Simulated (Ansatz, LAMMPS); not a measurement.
# Elastic response of glassy Na2Si4O9 (90 atoms), part 4 of 4

How stiff is glassy Na2Si4O9 (90 atoms), and how do its levels respond to strain?

Ansatz 0.2.0; Kohn-Sham DFT, PBE, PAW (set soft_2), plane waves.

The cell: 12 Na, 54 O and 24 Si. The quench rate of 10 K/ps far exceeds what a furnace or splat quench reaches. The starting topology of bonds comes from the classical model. Only the Γ point is sampled.

So far. Step 11 (Compressed by 1 % along x): The relaxation converged after 5 steps, 0.0728 eV below its start, with a largest force component of 0.042 eV/Å. Step 11 (Compressed by 1 % along x): Compressed by 1 % along x: the energy stands 0.0392 eV above that of the reference, at a pressure of 0.444 GPa.

## (12) Sheared by 2 % in xy

A shear of the relaxed cell gives the modulus that volume changes can't reach.

input.yaml reads:

```yaml
crystal:
  lattice:
    - [11.0183, 0.60155, 0.08317]
    - [0.59559, 10.42171, -0.0434]
    - [0.08274, -0.04257, 11.25809]
  atoms:
    [... the 90 atom lines of step 4 ...]
kpoints:
  mp_grid: { grid: [1, 1, 1] }
hamiltonian:
  xc: pbe
scf:
  occupations: { method: fermi_dirac, width: 0.025 }
output:
  forces: true
  eigenvalues: true
  stress: true
relax:
  f_tol: 0.05
  max_steps: 70
```

Started as:

```sh
ansatz run input.yaml --threads 4 --pin off --max-ram 8192MiB --backend cpu --events-out ev --progress --plain --runs-dir out
```

Numbers of over 12 decimals in the logs are rounded to 6 here.

What it wrote:

```text
[...]
Crystal: 90 atoms, lattice volume = 1288.631 Å³
Basis set: ecut = 420 eV, 25221 PW (Γ), exchange–correlation on 150×144×160 points (8 copies of the dense FFT grid, shifted against one another)
Bands: 354, of which v1, the nominal top of the filled ones, is band 264 counted from 1 (263 counted from 0)
Symmetry: 1 space group operations
[...]
k-points: 1
[...]
SCF iter   1: F=—  HF=-63834.280873 eV  |F-HF|=—  |Δ(HF+E_count)|=         —  Δρ=1.75e-3  dr2=5.61e-2  ethr=1.77e-3  ⟨swp⟩=5.0  Hψ=1385  notcnv=0  defer=83
[...]
SCF iter   5: F=—  HF=-63834.292393 eV  |F-HF|=—  |Δ(HF+E_count)|=   3.44e-6  Δρ=7.59e-5  dr2=7.40e-5  ethr=6.63e-8  ⟨swp⟩=2.0  Hψ=577  notcnv=0  defer=83
SCF iter   6: F=-63834.292393 eV  HF=-63834.292401 eV  |F-HF|=8.12e-6  |Δ(HF+E_count)|=   8.18e-6  Δρ=4.06e-5  dr2=1.76e-5  ethr=1.18e-8  ⟨swp⟩=15.0  Hψ=2159  notcnv=0
SCF 1 converged in 6 iterations: F = -63834.292393 eV  dr2 = 1.76e-5
[...]
relax step   1: F+E_penalty+E_count = -63834.29239296 eV  Δ(F+E_penalty+E_count) = +0.000e0 eV  max|allowed force component| = 5.975e-1 eV/Å  Δτ_max = 0.0000 Å  (6 SCF iters, dr2 threshold 6.25e-5 eV, accepted)
[...]
relax step   2: F+E_penalty+E_count = -63834.35687654 eV  Δ(F+E_penalty+E_count) = -6.448e-2 eV  max|allowed force component| = 3.736e-1 eV/Å  Δτ_max = 0.0203 Å  (5 SCF iters, dr2 threshold 2.23e-5 eV, accepted)
[...]
relax step   3: F+E_penalty+E_count = -63834.38106252 eV  Δ(F+E_penalty+E_count) = -2.419e-2 eV  max|allowed force component| = 2.029e-1 eV/Å  Δτ_max = 0.0471 Å  (6 SCF iters, dr2 threshold 8.72e-6 eV, accepted)
relax step   4: F+E_penalty+E_count = -63834.40263017 eV  Δ(F+E_penalty+E_count) = -2.157e-2 eV  max|allowed force component| = 9.101e-2 eV/Å  Δτ_max = 0.0382 Å  (6 SCF iters, dr2 threshold 1.21e-5 eV, accepted)
relax step   5: F+E_penalty+E_count = -63834.38028273 eV  Δ(F+E_penalty+E_count) = +2.235e-2 eV  max|allowed force component| = 1.385e-1 eV/Å  Δτ_max = 0.2000 Å  (9 SCF iters, rejected (line search))
relax step   6: F+E_penalty+E_count = -63834.39862283 eV  Δ(F+E_penalty+E_count) = +4.007e-3 eV  max|allowed force component| = 1.195e-1 eV/Å  Δτ_max = 0.1000 Å  (9 SCF iters, rejected (line search))
[...]
relax step   7: F+E_penalty+E_count = -63834.41131950 eV  Δ(F+E_penalty+E_count) = -8.689e-3 eV  max|allowed force component| = 1.179e-2 eV/Å  Δτ_max = 0.0464 Å  (9 SCF iters, accepted)
SCF converged after 9 iterations
Free energy (F): -63834.411320 eV
[...]
Internal energy: -63834.411320 eV  (E = F + TS)
E sigma→0 (E₀):  -63834.411320 eV
Fermi energy:    4.781011 eV
[...]
Σ components = -63834.411320   (vs F -63834.411320, Δ=0.00e0)
--- Forces (eV/Å), atoms counted from 1 ---
  atom   1  Na     0.00052313     0.00155767    -0.00057942
  atom   2  Na    -0.00072047    -0.00006059    -0.00076800
  atom   3  Na    -0.00201426     0.00194987    -0.00284310
  atom   4  Na     0.00055026     0.00109355     0.00086845
[...]
atom  90  Si    -0.00528905     0.00541182     0.00665436
  max |Σ_I F_I| component: 5.80e-5 eV/Å
--- Stress (GPa, compression-positive) ---
       -0.038377      -0.576598       0.003798
       -0.576597       0.073272       0.038841
        0.003799       0.038842       0.088983
  P = ⅓ Tr σ = 0.0413 GPa (0.413 kbar)
--- Band table (eV) ---
[...]
--- Relaxed structure (7 steps of the walk, 5 accepted, 0 SCFs on fresh bases) ---
  F+E_penalty+E_count = -63834.41131950 eV   max|allowed force component| = 1.179e-2 eV/Å
  atoms:
    - { symbol: Na, position: [0.780006, 0.996739, 0.499507] }
    - { symbol: Na, position: [0.946149, 0.774764, 0.895519] }
    - { symbol: Na, position: [0.513615, 0.944744, 0.078848] }
    - { symbol: Na, position: [0.354323, 0.246675, 0.948916] }
[...]
- { symbol: Si, position: [0.651898, 0.706205, 0.858214] }
```

Run time: 1.8 min. Hardware: 4 threads of Arm Neoverse V1, shared host; peak memory 1.6 GiB; 6.9 min of CPU time.

The relaxation converged after 7 steps, 0.119 eV below its start, with a largest force component of 0.012 eV/Å.

Sheared by 2 % in xy: the energy stands 0.0402 eV above that of the reference, at a pressure of 0.0413 GPa.

## (13) Pressure against volume

Atoms are relaxed at each volume, in the scaled cell.

```
volume change (%)  volume (Å³/atom)  energy change (meV/atom)  pressure (GPa)  largest move on relaxing (Å)  bonds  gap (eV)
              -10            12.888                     20.92            4.94                          0.61    155                3.67
               -6            13.460                      7.33            2.77                          0.33    151                3.64
               -3            13.890                      1.80            1.34                          0.13    150                3.60
               +0            14.320                      0.00            0.00                             -    148                3.55
               +3            14.749                      1.61           -1.17                          0.13    148                3.49
               +6            15.179                      6.28           -2.24                          0.33    143                3.44
```

## (14) Uniaxial strain and shear

Stress (GPa, compression positive) less that of the relaxed cell, atoms relaxed:

```
                   strain      xx      yy      zz      xy  energy change (meV/atom)
 stretched by 1 % along x  -0.751  -0.200  -0.177   0.009                      0.30
compressed by 1 % along x   0.836   0.260   0.230   0.001                      0.44
     sheared by 2 % in xy  -0.041   0.074   0.083  -0.583                      0.45
```

## (15) What came out

The bulk modulus, from the slope of pressure against ln V over the three points nearest the relaxed volume, is 41.8 GPa; a quadratic over all points gives a pressure derivative of about 2.4. The count of bonds runs from 143 to 155 over the series, so at some points contacts cross the cutoffs. At -10 % some atom moved by over 0.5 Å on relaxing, so that point may sit in another local minimum. The gap goes from 3.67 eV at the smallest volume to 3.44 eV at the largest, -1.5 eV per unit of ln V by a straight line, on the run's k-points. In the Cartesian axes of the cell, finite differences give C11 = 79.4, C12 = 23.0, C13 = 20.3 and C66 = 29.2 GPa (the shear of 2 % is the engineering strain, εxy = 0.01). The mean of C11, C12 and C13, which equals the bulk modulus in a cubic or isotropic solid, is 40.9 GPa: it agrees with the bulk modulus within 10 %. For an isotropic solid C66 would equal (C11 − C12)/2 = 28.2 GPa; so small a sample needn't be isotropic, and C66 rests on one shear. With the bulk modulus and C66 as K and G, Young's modulus would be about 71 GPa and Poisson's ratio 0.22.

**Limits.** Strains are finite and relaxations stop at the force tolerance of the input, which can leave moduli too stiff; they are those of a static cell at zero temperature. Volumes are changed with the cell's shape held, so in an anisotropic solid the modulus lies over the one under free hydrostatic load. The program notes that the SCF threshold of the relaxations is loose for the stress.

The DFT runs together took 21 min of wall time.

[Logs are printed without paths, hosts, clocks, repeated set-up lines and the standing remarks that a program may print on its own settings, such as how far it seeks lower states.]

[Hosts, paths, dates, database ids (printed as entryN), source tags and the programs' standing remarks are cut or masked in the printed files.]
